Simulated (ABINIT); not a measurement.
# RbBH4 (F-43m): G0W0 with ABINIT, start to end

Wanted: ground state, empty states, screening and self-energy for RbBH4 (F-43m).

Method: PBEsol and many-body steps on it, plane waves, in ABINIT 10.8.3.

### Step 1. Set-up

Symmetry: F-43m, No. 216, cubic system. Conventional cell: a = 6.906 Å, b = 6.906 Å, c = 6.906 Å, α = 90.00°, β = 90.00°, γ = 90.00°. Rb has 12 H at 2.92 Å and 6 B at 3.45 Å nearest. Nearest to B lie 4 H at 1.23 Å and 6 Rb at 3.45 Å. H has 1 B at 1.23 Å and 6 H at 2.00 to 2.88 Å and 3 Rb at 2.92 Å nearest. Farther neighbours are not listed.

The cell and positions are those that the Materials Project relaxed with its own functionals (PBE, PBE+U or r2SCAN), kept fixed.

### Step 2. Ground state

This step: ABINIT 10.8.3; DFT, PBEsol, plane waves, norm-conserving pseudopotentials.

The ground-state density comes first.

run.abi

```
acell 3*1.0 Angstrom
rprim 
  -0.000000000000 3.453240220000 3.453240220000
  3.453240220000 -0.000000000000 3.453240220000
  3.453240220000 3.453240220000 -0.000000000000
ntypat 3
znucl 37 5 1
natom 6
typat 1 2 3 3 3 3
xred 
  0.000000000000 0.000000000000 0.000000000000
  0.500000000000 0.500000000000 0.500000000000
  0.602415200000 0.602415200000 0.602415200000
  0.192754400000 0.602415200000 0.602415200000
  0.602415200000 0.602415200000 0.192754400000
  0.602415200000 0.192754400000 0.602415200000
pp_dirpath "pseudos"
pseudos "Rb.upf, B.upf, H.upf"
ecut 34
ngkpt 6 6 6
nshiftk 1
shiftk 0 0 0
kptopt 1
chksymbreak 0
nband 15
occopt 1
tolvrs 1e-10
nstep 60
prtwf 0
optforces 0
optstress 0
indata_prefix "in"
outdata_prefix "out"
tmpdata_prefix "tmp"
```

Started as:

```console
$ OMP_NUM_THREADS=1 mpirun -n 4 abinit run.abi > log
```

Numbers of over 12 decimals in the logs are rounded to 6 here.

The log of the run:

```text
.Version 10.8.3 of ABINIT. v10.8.2 released Aug 2026.

 Symmetries : space group F-4 3 m (#216); Bravais cF (face-center cubic)
================================================================================
 Values of the parameters that define the memory need of the present run
     intxc =       0    ionmov =       0      iscf =       7    lmnmax =       6
     lnmax =       6     mgfft =      50  mpssoang =       3    mqgrid =    3001
     natom =       6  nloc_mem =       1    nspden =       1   nspinor =       1
    nsppol =       1      nsym =      24    n1xccc =    2501    ntypat =       3
    occopt =       1   xclevel =       2
-    mband =          15        mffmem =           1         mkmem =           4
       mpw =        5281          nfft =      125000          nkpt =          16
================================================================================
  Rough estimation (10% accuracy) of disk space for files :
================================================================================

--------------------------------------------------------------------------------
------------- Echo of variables that govern the present computation ------------
--------------------------------------------------------------------------------
 -outvars: echo values of preprocessed input variables --------
            acell      1.8897261259E+00  1.8897261259E+00  1.8897261259E+00 Bohr

      chksymbreak           0
             ecut      3.40000000E+01 Hartree
-          fftalg         312

              ixc     -116133
              kpt      0.00000000E+00  0.00000000E+00  0.00000000E+00
                       1.66666667E-01  0.00000000E+00  0.00000000E+00
                       3.33333333E-01  0.00000000E+00  0.00000000E+00
                       5.00000000E-01  0.00000000E+00  0.00000000E+00
                       1.66666667E-01  1.66666667E-01  0.00000000E+00
                       3.33333333E-01  1.66666667E-01  0.00000000E+00
                       5.00000000E-01  1.66666667E-01  0.00000000E+00
                      -3.33333333E-01  1.66666667E-01  0.00000000E+00
                      -1.66666667E-01  1.66666667E-01  0.00000000E+00
   [... 5 further rows ...]
                      -3.33333333E-01  3.33333333E-01  1.66666667E-01
                      -3.33333333E-01  5.00000000E-01  1.66666667E-01
         kptrlatt        6    0    0      0    6    0      0    0    6
          kptrlen      5.53722162E+01
P           mkmem           4
            natom           6
            nband          15
            ngfft          50      50      50
             nkpt          16
            nstep          60
             nsym          24
           ntypat           3
              occ      2.000000  2.000000  2.000000  2.000000  2.000000  2.000000
                       2.000000  2.000000  0.000000  0.000000  0.000000  0.000000
[...]
optforces           0
        optstress           0
            prtwf           0
            rprim     -0.0000000000E+00  3.4532402200E+00  3.4532402200E+00
[...]
spgroup         216

           tolvrs      1.00000000E-10

             xred      0.0000000000E+00  0.0000000000E+00  0.0000000000E+00
[...]
znucl       37.00000    5.00000    1.00000

================================================================================

 chkinp: Checking input parameters for consistency.

================================================================================
== DATASET  1 ==================================================================
-   mpi_nproc: 4, omp_nthreads: 1 (-1 if OMP is not activated)

--- !DatasetInfo
iteration_state: {dtset: 1, }
dimensions: {natom: 6, nkpt: 16, mband: 15, nsppol: 1, nspinor: 1, nspden: 1, mpw: 5281, }
cutoff_energies: {ecut:  34.0, pawecutdg:  -1.0, }
electrons: {nelect:   1.60000000E+01, charge:   0.00000000E+00, occopt:   1.00000000E+00, tsmear:   1.00000000E-02, }

 Real(R)+Recip(G) space primitive vectors, cartesian coordinates (Bohr,Bohr^-1):
 R(1)=  0.0000000  6.5256783  6.5256783  G(1)= -0.0766204  0.0766204  0.0766204
 R(2)=  6.5256783  0.0000000  6.5256783  G(2)=  0.0766204 -0.0766204  0.0766204
 R(3)=  6.5256783  6.5256783  0.0000000  G(3)=  0.0766204  0.0766204 -0.0766204
 Unit cell volume ucvol=  5.5578519E+02 bohr^3
 Angles (23,13,12)=  6.00000000E+01  6.00000000E+01  6.00000000E+01 degrees

 getcut: wavevector=  0.0000  0.0000  0.0000  ngfft=  50  50  50
         ecut(hartree)=     34.000   => boxcut(ratio)=   2.06490

--- Pseudopotential description ------------------------------------------------
- Rb Generated using ONCVPSP code by D. R. Hamann
- 37.00000   9.00000  180301                  znucl, zion, pspdat
12 -116133 2 -1 2280                          pspcod,pspxc,lmax,lloc,mmax
     nproj     2     2     2
  pspatm : epsatm=   34.48401057
         --- l  ekb(1:nproj) -->
[...]
pspatm: atomic psp has been read  and splines computed

- B Generated using ONCVPSP code by D. R. Hamann
-  5.00000   3.00000  180301                  znucl, zion, pspdat
12 -116133 1 -1 1534                          pspcod,pspxc,lmax,lloc,mmax
     nproj     2     2     0
  pspatm : epsatm=    3.20154509
         --- l  ekb(1:nproj) -->
[...]
pspatm: atomic psp has been read  and splines computed

- H Generated using ONCVPSP code by D. R. Hamann
-  1.00000   1.00000  180301                  znucl, zion, pspdat
12 -116133 1 -1 1180                          pspcod,pspxc,lmax,lloc,mmax
     nproj     2     1     0
  pspatm : epsatm=    0.35585368
         --- l  ekb(1:nproj) -->
[...]
1   -0.494138
 pspatm: atomic psp has been read  and splines computed

   6.25743526E+02                                ecore*ucvol(ha*bohr**3)
--------------------------------------------------------------------------------

_setup2: Arith. and geom. avg. npw (full set) are    5261.162    5261.150

================================================================================

--- !BeginCycle
iteration_state: {dtset: 1, }
solver: {iscf: 7, nstep: 60, nline: 4, wfoptalg: 0, }
tolerances: {tolvrs: 1.00E-10, }

     iter   Etot(hartree)      deltaE(h)  residm     vres2
 ETOT  1  -32.228181315489    -3.223E+01 2.948E-02 1.426E+03
 ETOT  2  -32.356694399375    -1.285E-01 1.597E-02 4.408E+01
 ETOT  3  -32.362348603135    -5.654E-03 5.283E-03 1.068E+01
 ETOT  4  -32.363085309551    -7.367E-04 2.937E-03 7.824E-02
 ETOT  5  -32.363090805198    -5.496E-06 1.838E-03 7.576E-03
 ETOT  6  -32.363091084217    -2.790E-07 5.893E-04 1.770E-04
 ETOT  7  -32.363091091504    -7.287E-09 4.935E-04 1.601E-05
 ETOT  8  -32.363091091931    -4.271E-10 4.369E-04 2.083E-06
 ETOT  9  -32.363091091972    -4.129E-11 2.351E-04 6.708E-08
 ETOT 10  -32.363091091973    -1.144E-12 3.587E-04 1.983E-09
 ETOT 11  -32.363091091973     5.684E-14 1.772E-04 1.618E-10
 ETOT 12  -32.363091091974    -1.037E-12 2.563E-04 6.372E-12

 At SCF step   12       vres2   =  6.37E-12 < tolvrs=  1.00E-10 =>converged.

--- !ResultsGS
iteration_state: {dtset: 1, }
comment   : Summary of ground state results
lattice_vectors:
- [ -0.0000000,   6.5256783,   6.5256783, ]
- [  6.5256783,  -0.0000000,   6.5256783, ]
- [  6.5256783,   6.5256783,  -0.0000000, ]
lattice_lengths: [   9.22870,    9.22870,    9.22870, ]
lattice_angles: [ 60.000,  60.000,  60.000, ] # degrees, (23, 13, 12)
lattice_volume:   5.5578519E+02
convergence: {deltae: -1.037E-12, res2:  6.372E-12, residm:  2.563E-04, diffor:  0.000E+00, }
etotal    :  -3.23630911E+01
entropy   :   0.00000000E+00
fermie    :  -1.01999336E-01
cartesian_stress_tensor: null
pressure_GPa: null
xred      :
- [  0.0000E+00,   0.0000E+00,   0.0000E+00, Rb]
- [  5.0000E-01,   5.0000E-01,   5.0000E-01,  B]
- [  6.0242E-01,   6.0242E-01,   6.0242E-01,  H]
- [  1.9275E-01,   6.0242E-01,   6.0242E-01,  H]
- [  6.0242E-01,   6.0242E-01,   1.9275E-01,  H]
- [  6.0242E-01,   1.9275E-01,   6.0242E-01,  H]
cartesian_forces: null
force_length_stats: {min: null, max: null, mean: null, }

 Integrated electronic density in atomic spheres:
 ------------------------------------------------
 Atom  Sphere_radius  Integrated_density
[...]
================================================================================

 ----iterations are completed or convergence reached----

 Mean square residual over all n,k,spin=   16.159E-07; max=  25.625E-05
 reduced coordinates (array xred) for    6 atoms
[...]
0.500000000000      0.500000000000      0.500000000000
       0.602415200000      0.602415200000      0.602415200000
       0.192754400000      0.602415200000      0.602415200000
       0.602415200000      0.602415200000      0.192754400000
       0.602415200000      0.192754400000      0.602415200000
 rms dE/dt=  0.0000E+00; max dE/dt=  0.0000E+00; dE/dt below (all hartree)
    1       0.000000000000      0.000000000000      0.000000000000
    2       0.000000000000      0.000000000000      0.000000000000
    3       0.000000000000      0.000000000000      0.000000000000
    4       0.000000000000      0.000000000000      0.000000000000
    5       0.000000000000      0.000000000000      0.000000000000
    6       0.000000000000      0.000000000000      0.000000000000

 cartesian coordinates (angstrom) at end:
    1      0.000000     0.000000     0.000000
    2      3.453240     3.453240     3.453240
    3      4.160569     4.160569     4.160569
    4      4.160569     2.745912     2.745912
    5      2.745912     2.745912     4.160569
    6      2.745912     4.160569     2.745912
 length scales=  1.889726125908  1.889726125908  1.889726125908 bohr
              =  1.000000000000  1.000000000000  1.000000000000 angstroms
 prteigrs : about to open file out_EIG
 Fermi (or HOMO) energy (hartree) =  -0.10200   Average Vxc (hartree)=  -0.27575
 Eigenvalues (hartree) for nkpt=  16  k points:
 kpt#   1, nband= 15, wtk=  0.00463, kpt=  0.0000  0.0000  0.0000 (reduced coord)
  -0.97048   -0.38533   -0.38533   -0.38533   -0.31202   -0.10200   -0.10200   -0.10200
   0.12464    0.17413    0.17413    0.17413    0.23095    0.23095    0.28119
 prteigrs : prtvol=0 or 1, do not print more k-points.

--- !EnergyTerms
iteration_state     : {dtset: 1, }
comment             : Components of total free energy in Hartree
kinetic             :  1.15735849903960E+01
hartree             :  6.60307961904800E+00
xc                  : -9.62371331264122E+00
Ewald energy        : -2.01877193041417E+01
psp_core            :  1.12587297806713E+00
local_psp           : -2.03628944997692E+01
non_local_psp       : -1.49130156293338E+00
total_energy        : -3.23630910919744E+01
total_energy_eV     : -8.80644571817581E+02
band_energy         : -5.56243107619050E+00

== END DATASET(S) ==============================================================
================================================================================

 -outvars: echo values of variables after computation  --------
           etotal     -3.2363091092E+01
            nband          15
             nkpt          16
          spgroup         216
 [... the other variables as echoed above ...]

 Calculation completed.
```

The job ended after 28 s (4 MPI ranks of Arm Neoverse N1, shared host; peak memory 0.36 GiB).

Numbers from this step:

| Quantity | Value |
| --- | --- |
| total energy | -880.6446 eV |
| gap | 5.909 eV |
| k of the valence top | 0, 0, 0 |
| k of the conduction bottom | 0.5, 0.5, 0 |
| least direct gap | 6.018 eV |

The gap is indirect, with the least direct gap 0.11 eV higher.

(Part 1 of 3 ends here.)

[Paths, hosts, dates, memory and timing lines, banners, echoed tables and standing remarks are left out of the program output.]

[Logs are printed without paths, hosts, clocks, repeated set-up lines and the standing remarks that a program may print on its own settings, such as how far it seeks lower states.]

[Runs of the session that timed out or met a known fault of the program may be left out.]

[Hosts, paths, dates, database ids (printed as entryN), source tags and the programs' standing remarks are cut or masked in the printed files.]

[G0W0 gaps are taken among the corrected bands and points alone; a level outside them can change the order at an edge.]

[Where Ansatz stands beside ABINIT at settings called matched, ABINIT's density can come from a denser mesh and the files from another edition; pairs whose starting gaps differed by over 0.03 eV were left out, so agreement reads better than it is.]
